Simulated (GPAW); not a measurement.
# NaI (Fm-3m): refractive index against wavelength

The refractive index of NaI (Fm-3m) below the direct gap (3.66 eV on the mesh) is read from one computed spectrum, n = √(Re ε).

The structure is cubic, space group Fm-3m (No. 225). Conventional cell: a = 6.473 Å, b = 6.473 Å, c = 6.473 Å, α = 90.00°, β = 90.00°, γ = 90.00°. Around I on site b lie 6 Na at 3.24 Å. Around Na on site a lie 6 I at 3.24 Å.

Method: GPAW 26.7.0, PBE, RPA, k-mesh 9×9×9, local fields up to 60 eV, Lorentzian half width 0.15 eV.

Launch of the response step: `OMP_NUM_THREADS=1 python df.py`. The run took 1.8 min, its band step included, on 1 thread of Arm Neoverse V2, with other jobs on the host.

| wavelength (nm) | photon energy E (eV) | n |
| --- | --- | --- |
| 1550 | 0.800 | 1.7529 |
| 1310 | 0.946 | 1.7561 |
| 1064 | 1.165 | 1.7620 |
| 850 | 1.459 | 1.7722 |
| 700 | 1.771 | 1.7862 |
| 633 | 1.959 | 1.7964 |
| 532 | 2.331 | ? |

In the single-oscillator model n² − 1 = E₀E_d/(E₀² − E²), so 1/(n² − 1) = E₀/E_d − E²/(E₀E_d) is linear in E².

Working, on the rows shown:

| x = E² (eV²) | y = 1/(n² − 1) |
| --- | --- |
| 0.639837 | 0.482472 |
| 0.895757 | 0.479872 |
| 1.35784 | 0.47514 |
| 2.12762 | 0.467138 |
| 3.13716 | 0.456515 |
| 3.83641 | 0.449024 |

Means: x̄ = 1.9991, ȳ = 0.46836. Σ(x − x̄)(y − ȳ) = -0.0854, Σ(x − x̄)² = 8.164. Slope = -0.0854 / 8.164 = -0.01046; intercept = ȳ − slope · x̄ = 0.48927. Turned back into n, the line misses the rows shown by at most 0.00016.

Predict the last column of the withheld row from the fit.

At x = 5.4314 the line gives y = 0.43246, that is 1.8200. The run gave 1.8215, so the extrapolation is off by 0.0015, 2 % of the range in the table.

Refitted with all rows, the slope is -0.01063 and the intercept 0.48954. These give E₀ = √(intercept/−slope) = 6.79 eV and E_d = E₀/intercept = 13.9 eV; E₀ is 1.9 times the direct gap. The electronic limit at long wavelengths, without lattice vibrations, is n = √(1 + 1/intercept) = 1.744. Excitons are left out; PBE gaps are as a rule too small. The values come from a sum over the points of one k-mesh and carry its error, which grows as the direct gap shrinks. Spin-orbit coupling is left out.
